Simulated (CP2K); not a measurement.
Consider vinyl chloride at its PBE geometry (Å).

```xyz
6

C    -0.7336   -0.1335   -0.0370
C     0.5384    0.2548    0.0302
Cl    1.8780   -0.8539    0.0696
H    -1.0194   -1.1832   -0.0737
H    -1.5200    0.6202   -0.0576
H     0.8566    1.2957    0.0685
```

Method: CP2K XAS_TDP, all-electron GAPW, PBEh(45%), aug-pc-2, TDA, GW2X-corrected core level, no relativity.

Q: Where do the C K-edge lines lie, and how strong are they?

Leading lines: C1 285.88 eV and C2 286.88 eV. The leading line of an atom is its first one with 35 % of the strongest within 2.5 eV of its lowest line over the strength cut. Core ionisation energies at this level: C1 291.33 and C2 292.50 eV.

The first six lines of each atom with a strength over 0.0015:

```
                      atom  energy (eV)  states  strength, one atom  above the computed threshold
  C1 (bonded to C and 2 H)       285.88       1              0.0518                              
                                 289.24       1              0.0076                              
                                 289.45       1              0.0167                              
                                 290.04       1              0.0017                              
                                 290.45       1              0.0024                              
                                 290.54       1              0.0048                              
C2 (bonded to C, Cl and H)       286.88       1              0.0568                              
                                 288.75       1              0.0520                              
                                 290.36       1              0.0122                              
                                 291.32       1              0.0016                              
                                 292.35       1              0.0058                              
                                 292.59       1              0.0023                           yes
```

Lines are vertical, at one geometry, with no vibrational structure. GW2X ionisation energies and lines can be off by 1 to 2 eV either way, and a good line position may hide errors that cancel. These values hold no scalar relativity, about 0.1 eV for C 1s. Rydberg lines, and the discretised continuum above threshold, depend on the basis and the box.

[Banner, clock and machine lines of the logs are left out without a mark of their own.]

[Logs are printed without paths, hosts, clocks, repeated set-up lines and the standing remarks that a program may print on its own settings, such as how far it seeks lower states.]

[Hosts, paths, dates, database ids (printed as entryN), source tags and the programs' standing remarks are cut or masked in the printed files.]
